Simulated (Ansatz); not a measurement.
**Where Sr_Mg puts its levels in the gap of MgO (Fm-3m)**

Aim: at which Fermi levels does Sr_Mg in MgO (Fm-3m) change its charge? The model is a cell of 54 host atoms with 1 Mg taken out and 1 Sr put in.

Program: Ansatz 0.2.0. Level of theory: place-levels on r2SCAN runs: charge-transition levels and formation energies with image-charge correction and potential alignment at the atomic sites; PAW set soft_1. Results are calculated unless marked as measured.

Experimental background.

For MgO, rocksalt (bulk crystal), “Electronic structure of alkaline earth and post-transition metal oxides” (2009, arxiv:0908.1581) quotes earlier work: band gap (literature experimental gap) 7.83 eV [Literature value based on experiment; other listed experimental values range from 7.7 to …].

Report form: the programs' logs are mostly left out.

## 1. The starting structure

The cell holds 54 atoms: 26 Mg, 27 O and 1 Sr. Cell: a = 8.925 Å, b = 8.925 Å, c = 8.925 Å, α = 60.0°, β = 60.0°, γ = 60.0°. It derives from MgO (space group Fm-3m). Nearest the centre at fractional (0.667, 0.667, 0.333): Sr51 at 0.00 Å, O28 at 2.10 Å, O44 at 2.10 Å, O32 at 2.10 Å, O34 at 2.10 Å, O46 at 2.10 Å, O50 at 2.10 Å, Mg9 at 2.98 Å.

Structure file:

```xyz
54
Lattice="0.0000 6.3112 6.3112 6.3112 0.0000 6.3112 6.3112 6.3112 0.0000" Properties=species:S:1:pos:R:3 pbc="T T T"
Mg    0.0000    0.0000    0.0000
O     2.1037    2.1037    2.1037
Mg    2.1037    2.1037    0.0000
O     4.2075    4.2075    2.1037
Mg    4.2075    4.2075    0.0000
O     6.3112    6.3112    2.1037
Mg    2.1037    0.0000    2.1037
O     4.2075    2.1037    4.2075
Mg    4.2075    2.1037    2.1037
O     6.3112    4.2075    4.2075
Mg    6.3112    4.2075    2.1037
O     8.4150    6.3112    4.2075
Mg    4.2075    0.0000    4.2075
O     6.3112    2.1037    6.3112
Mg    6.3112    2.1037    4.2075
O     8.4150    4.2075    6.3112
Mg    8.4150    4.2075    4.2075
O    10.5187    6.3112    6.3112
Mg    0.0000    2.1037    2.1037
O     2.1037    4.2075    4.2075
Mg    2.1037    4.2075    2.1037
O     4.2075    6.3112    4.2075
Mg    4.2075    6.3112    2.1037
O     6.3112    8.4150    4.2075
Mg    2.1037    2.1037    4.2075
O     4.2075    4.2075    6.3112
Mg    4.2075    4.2075    4.2075
O     6.3112    6.3112    6.3112
Mg    6.3112    6.3112    4.2075
O     8.4150    8.4150    6.3112
Mg    4.2075    2.1037    6.3112
O     6.3112    4.2075    8.4150
Mg    6.3112    4.2075    6.3112
O     8.4150    6.3112    8.4150
Mg    8.4150    6.3112    6.3112
O    10.5187    8.4150    8.4150
Mg    0.0000    4.2075    4.2075
O     2.1037    6.3112    6.3112
Mg    2.1037    6.3112    4.2075
O     4.2075    8.4150    6.3112
Mg    4.2075    8.4150    4.2075
O     6.3112   10.5187    6.3112
Mg    2.1037    4.2075    6.3112
O     4.2075    6.3112    8.4150
Mg    4.2075    6.3112    6.3112
O     6.3112    8.4150    8.4150
Mg    6.3112    8.4150    6.3112
O     8.4150   10.5187    8.4150
Mg    4.2075    4.2075    8.4150
O     6.3112    6.3112   10.5187
Sr    6.3112    6.3112    8.4150
O     8.4150    8.4150   10.5187
Mg    8.4150    8.4150    8.4150
O    10.5187   10.5187   10.5187
```

The host's dielectric constants go in as inputs: 3.24 for the electrons alone, 10.37 with the ions, from a response run on this crystal (DFPT, PBEsol) at that run's own cell.

The cell's shortest repeat is 8.9 Å.

## 2. What was run first

Levels follow from differences of total energies between charge states, each relaxed by itself.

Random displacements of about 0.05 Å break the site symmetry at the start, so that the relaxation can reach a distorted minimum if there is one. Forces are taken at one point at (¼, ¼, ¼). The cell holds 1 electron more than the neutral one, with a uniform background that keeps it neutral on the whole. The electron count is odd, so at least one spin is unpaired; this run locks the moment at 1 μB.

The sampling was tested on the host first: at the k-points planned (1x1x1 shifted 0.25 0.25 0.25) its energy lies 0.020 eV an atom from the dense-mesh value, under the bound of 0.02 eV set for this test; that bounds the host's error, not the defect's.

One state's input; the others differ in charge, spin, start and seed, and in occupations where the table says so.

qm1_M1.relax/input.yaml

```yaml
crystal:
  lattice:
    - [0.0, 2.10374764, 2.10374764]
    - [2.10374764, 0.0, 2.10374764]
    - [2.10374764, 2.10374764, 0.0]
  atoms:
    - { symbol: Mg, position: [0.0, 0.0, 0.0] }
    - { symbol: O, position: [0.5, 0.5, 0.5] }
  supercell: [3, 3, 3]
  defects: [{ substitution: { at: 50, symbol: Sr } }]
total_charge: -1
basis:
  ecutwfc: 500
  xc_grid: 2
hamiltonian:
  xc: r2scan
  pseudopotentials: { kind: paw, azcp: { folder: soft_1 } }
kpoints:
  mp_grid: { grid: [1, 1, 1], shift: [0.25, 0.25, 0.25] }
magnetization:
  spin_polarized: true
  initial_magnetization: 1
  spin_locking: { lock_magnetization: hard }
scf:
  occupations: { method: fixed }
  max_iter: 60
output:
  forces: true
  charged_corrections: { epsilon: 3.24, static_epsilon: 10.37 }
relax:
  f_tol: 0.02
  max_steps: 80
  random_displacement: { amplitude: 0.05, seed: 2419 }
checkpoint:
  write: "../qm1_M1.relax.run"
  compress: false
  write_wavefunctions: true
  write_every: 100000
```

The run is started by

```bash
> ansatz run input.yaml --threads 4 --pin off --max-ram 7536MiB --backend cpu --events-out ev --progress --plain --runs-dir out
```

The relaxed structure is kept and the sampling changed to a 2×2×2 shifted mesh.

The run of this state that the levels use, under r2SCAN:

qm1_M1.point/input.yaml

```yaml
crystal:
  checkpoint: "../qm1_M1.relax.run"
  host: checkpoint
total_charge: -1
basis:
  ecutwfc: 500
  xc_grid: 2
hamiltonian:
  xc: r2scan
  pseudopotentials: { kind: paw, azcp: { folder: soft_1 } }
kpoints:
  mp_grid: { grid: [2, 2, 2], shift: [0.5, 0.5, 0.5] }
magnetization:
  spin_polarized: true
  initial_magnetization: 1
  spin_locking: { lock_magnetization: hard }
scf:
  occupations: { method: fermi_dirac, width: 0.01 }
  max_iter: 60
output:
  forces: true
  eigenvalues: true
  charged_corrections:
    epsilon: 3.24
    static_epsilon: 10.37
    defect_position: [0.666667, 0.666667, 0.333333]
  eigenstates: { localisation: true }
  populations: true
  efg: {}
  band_densities: [{ bands: [v1, v1] }, { bands: [c1, c1] }]
  write_density: true
  write_potential: true
  volumetric_format: npy
checkpoint:
  read: "../qm1_M1.relax.run"
  write: "../qm1_M1.point.run"
  compress: false
  write_wavefunctions: false
  write_every: 100000
```

Relaxations under r2SCAN at one point at (¼, ¼, ¼); times on 4 threads of Arm Neoverse V2, shared host:

| charge | moment (μB) | occupations | outcome | steps | largest displacement against the far atoms (Å) | time |
| --- | --- | --- | --- | --- | --- | --- |
| −1 | 1 | fixed | converged | 5 | 0.17 | 2 min |
| 0 | 0 | fixed | converged | 4 | 0.17 | 46 s |
| +1 | 1 | fixed | converged | 5 | 0.18 | 2.8 min |

Single points under r2SCAN at a 2×2×2 shifted mesh; times on 4 threads of Arm Neoverse V2, shared host:

| charge | moment (μB) | occupations | outcome | time |
| --- | --- | --- | --- | --- |
| −1 | 1 | fermi-dirac | converged | 2.1 min |
| 0 | 0 | fermi-dirac | converged | 53 s |
| +1 | 1 | fermi-dirac | converged | 2.4 min |

Distances (Å) from Sr51 to the nearest atoms after relaxation with r2SCAN:

| charge | moment (μB) | 1. | 2. | 3. | 4. | 5. | 6. |
| --- | --- | --- | --- | --- | --- | --- | --- |
| −1 | 1 | O 2.28 | O 2.28 | O 2.28 | O 2.28 | O 2.28 | O 2.28 |
| 0 | 0 | O 2.28 | O 2.28 | O 2.28 | O 2.28 | O 2.28 | O 2.28 |
| +1 | 1 | O 2.27 | O 2.27 | O 2.27 | O 2.27 | O 2.28 | O 2.28 |

## 3. Levels against the band edges, r2SCAN

A charged cell interacts with its images and the background, and its potential has another zero than the host's. place-levels removes the first by a point-charge model, screened by the static dielectric constant since the ions have relaxed around the charge, and the second by comparing potentials at atoms far from the defect.

The host is a run of the defect-free crystal in the same cutoffs, grids and k-points, so that basis and sampling errors cancel in part in the differences. The host is run in a cell of 2 atoms on a matching mesh. Its band edges are searched through the zone by a band path, so the gap is smaller than, or equal to, that on the mesh. Chemical potentials are energies per atom of Mg (hcp) and Sr (fcc), run with the same functional and cutoff.

levels.point.yaml

```yaml
host:
  run: host.point.run
states: [qm1_M1.point.run, q0.point.run, qp1_M1.point.run]
geometry_from:
  qm1_M1.point.run: qm1_M1.relax.run
  q0.point.run: q0.relax.run
  qp1_M1.point.run: qp1_M1.relax.run
chemical_potentials:
  Mg:
    energy: -1926.407918
    dataset: "<sha256 of the dataset>"
  Sr:
    energy: -3555.131429
    dataset: "<sha256 of the dataset>"
epsilon: 3.24
static_epsilon: 10.37
vertical:
  - { from: qm1_M1.point.run, to: qm1_M1.point_neutral.run }
  - { from: qp1_M1.point.run, to: qp1_M1.point_neutral.run }
```

The run is started by

```bash
> ansatz place-levels levels.point.yaml -- --threads 4 --pin off --max-ram 7536MiB
```

It took 0.27 s on 4 threads of Arm Neoverse V2, shared host.

Levels between the charges placed, in eV above the valence top:

|  | gap (eV) | (+1/0) | (0/−1) |
| --- | --- | --- | --- |
| r2SCAN | 5.68 | 0.00 | 5.72 |

Corrections by state:

| charge | moment (μB) | image terms and alignment (eV) | band filling (eV) | ε used | over the lowest of its charge, as the program ranks them, band filling apart (eV) |
| --- | --- | --- | --- | --- | --- |
| +1 | 1.0 | 0.508 | -0.200 | 10.37 | 0.000 |
| 0 | 0.0 | 0.000 | - | - | 0.000 |
| −1 | 1.0 | -0.188 | -1.299 | 10.37 | 0.000 |

The charged structures listed were also run neutral, and place-levels reads from each pair, by the potential or the spins, how wide the charge is by which they differ; that can be the carrier of either run.

| charge | rms radius (Å) | spread where it is widest against the cell (Å) | wide from (Å) | reading |
| --- | --- | --- | --- | --- |
| +1 | 4.0 | 2.41 | 1.26 | wide |
| −1 | 6.1 | 3.52 | 1.26 | wide |

The neutral runs of these pairs need not share the spin of the lowest neutral state, and very wide values only mean spread over the cell.

From the program's caveats on the states, each cut to its opening words:

- charge +1 (1 μB): it parts from the run at its places by a charge that spreads by about 2.4 Å along one vector (1.3 Å or more is wide), by its potential at epsilon 3.24, taken [...]
- charge +1 (1 μB): a band-filling correction moves a carrier to the host's band edge, which changes its energy by -0.200 eV
- charge +1 (1 μB), 0, −1 (1 μB): its alignment with the host at atomic sites is doubtful: the cell is too small to show whether the defect's potential has decayed: take a larger one
- charge +1 (1 μB), −1 (1 μB): flagged: stability check not made
- charge −1 (1 μB): it parts from the run at its places by a charge that spreads by about 3.5 Å along one vector (1.3 Å or more is wide), by its potential at epsilon 3.24, taken [...]
- charge −1 (1 μB): a band-filling correction moves a carrier to the host's band edge, which changes its energy by -1.299 eV
- charge −1 (1 μB): its moments are held at its close (magnetization.spin_locking), by a field of 0.419 eV a Bohr magneton, and its energy and levels are of the state that this [...]

The host's formation energy from the elements is -2.963 eV per atom; it sets how far the chemical potentials can move.

Formation energies (eV), Mg-rich (Δμ(Mg) = 0.00 eV, Δμ(O) = -5.93 eV, Δμ(Sr) = 0.00 eV):

| charge | Fermi level at the valence top | at the conduction bottom |
| --- | --- | --- |
| +1 | 3.01 | 8.68 |
| 0 | 3.01 | 3.01 |
| −1 | 8.73 | 3.05 |

Formation energies (eV), O-rich (Δμ(O) = 0.00 eV, Δμ(Mg) = -5.93 eV, Δμ(Sr) = 0.00 eV):

| charge | Fermi level at the valence top | at the conduction bottom |
| --- | --- | --- |
| +1 | -2.92 | 2.76 |
| 0 | -2.92 | -2.92 |
| −1 | 2.80 | -2.88 |

## 4. Effect of the sampling

The relaxations' own energies give the levels at their sampling, for comparison.

levels.relax_mesh.yaml

```yaml
host:
  run: host.relax.run
states: [qm1_M1.relax.run, q0.relax.run, qp1_M1.relax.run]
chemical_potentials:
  Mg:
    energy: -1926.407918
    dataset: "<sha256 of the dataset>"
  Sr:
    energy: -3555.131429
    dataset: "<sha256 of the dataset>"
```

The run is started by

```bash
> ansatz place-levels levels.relax_mesh.yaml -- --threads 4 --pin off --max-ram 7536MiB
```

Wall time 0.09 s (4 threads).

Levels between neighbouring charges, in eV above the valence top:

|  | gap (eV) | (+1/0) | (0/−1) |
| --- | --- | --- | --- |
| one point at (¼, ¼, ¼) | 5.66 | -0.01 | 5.70 |
| a 2×2×2 shifted mesh | 5.68 | 0.00 | 5.72 |

Going from one point at (¼, ¼, ¼) to a 2×2×2 shifted mesh moves formation energies against the elements by up to 0.08 eV; band-filling terms, which differ between samplings, are in these energies.

## 5. Outcome

```yaml
gap_of_the_host: 5.68 eV (r2SCAN)
level_plus_1_over_0: 0.00 eV above the valence top (-0.20 eV above the valence top without the band-filling term)
level_0_minus_1: 5.72 eV above the valence top, past the conduction bottom (7.02 eV above the valence top without the band-filling term)
lowest_of_the_charges_placed_just_above_the_valence_top_0p02_ev: 0
lowest_of_the_charges_placed_just_below_the_conduction_bottom_0p02_ev: 0
lowest_formation_energy_at_mid_gap_of_the_charges_run_mg_rich: 3.01 eV
lowest_formation_energy_at_mid_gap_of_the_charges_run_o_rich: -2.92 eV
```

**Reading.** Of the charges placed (−1, 0 and +1), 0 is the lowest from 0.02 eV above the valence top to 0.02 eV below the conduction bottom, a gap of 5.68 eV. States placed: +1 at 1 μB; 0 at 0 μB; −1 at 1 μB. Other spin states or structures, where not listed, weren't placed. The program finds carriers beyond a band edge of the host and adds a band-filling term at charge −1 (-1.30 eV) and +1 (-0.20 eV); steps to such a charge show no bound level, and a defect level inside a band would be read the same way. Sr is taken at its element; compounds, which aren't counted here, bound the chemical potentials and would shift these formation energies. The lowest formation energy (O-rich) is negative across the gap, so the defect would form by itself: these chemical potentials lie beyond what competing compounds allow, or the host is unstable against it. Going from one point at (¼, ¼, ¼) to a 2×2×2 shifted mesh moves formation energies against the elements by up to 0.08 eV; band-filling terms, which differ between samplings, are in these energies. The program doubts the alignment of potentials for at least one state, a sign that the cell is small. Limits: the images are only 8.9 Å apart; r2SCAN makes the gap too small and tends to spread out bound carriers; where a gas molecule sets a chemical potential or the host's formation energy, its binding is uncorrected; force components of up to 0.14 eV/Å remain in a run at the final settings.

Calculation against experiment:

| quantity | measured | r2SCAN |
| --- | --- | --- |
| band gap (least gap of the host) (eV) | 7.83 | 5.68 (-2.15 eV) |

Measured values from arxiv:0908.1581 (2009).

How well it matches: The band gap is off by -2.15 eV: a clear miss. Local and semilocal functionals usually give gaps below the measured ones. Zero-point and thermal motion shift the measured gap.

[Logs are printed without paths, hosts, clocks, repeated set-up lines and the standing remarks that a program may print on its own settings, such as how far it seeks lower states.]

[Hosts, paths, dates, database ids (printed as entryN), source tags and the programs' standing remarks are cut or masked in the printed files.]

[Where a table of states has a column of steps, it counts the stored structures, which are thinned; the runs took as many ionic steps or more.]

[A defect's name tells the site on which it was built; relaxed atoms can leave that site.]

[For some hosts the program warned that the k-mesh of the response run may be too coarse for force constants and the static dielectric constant; such warnings are not shown here.]
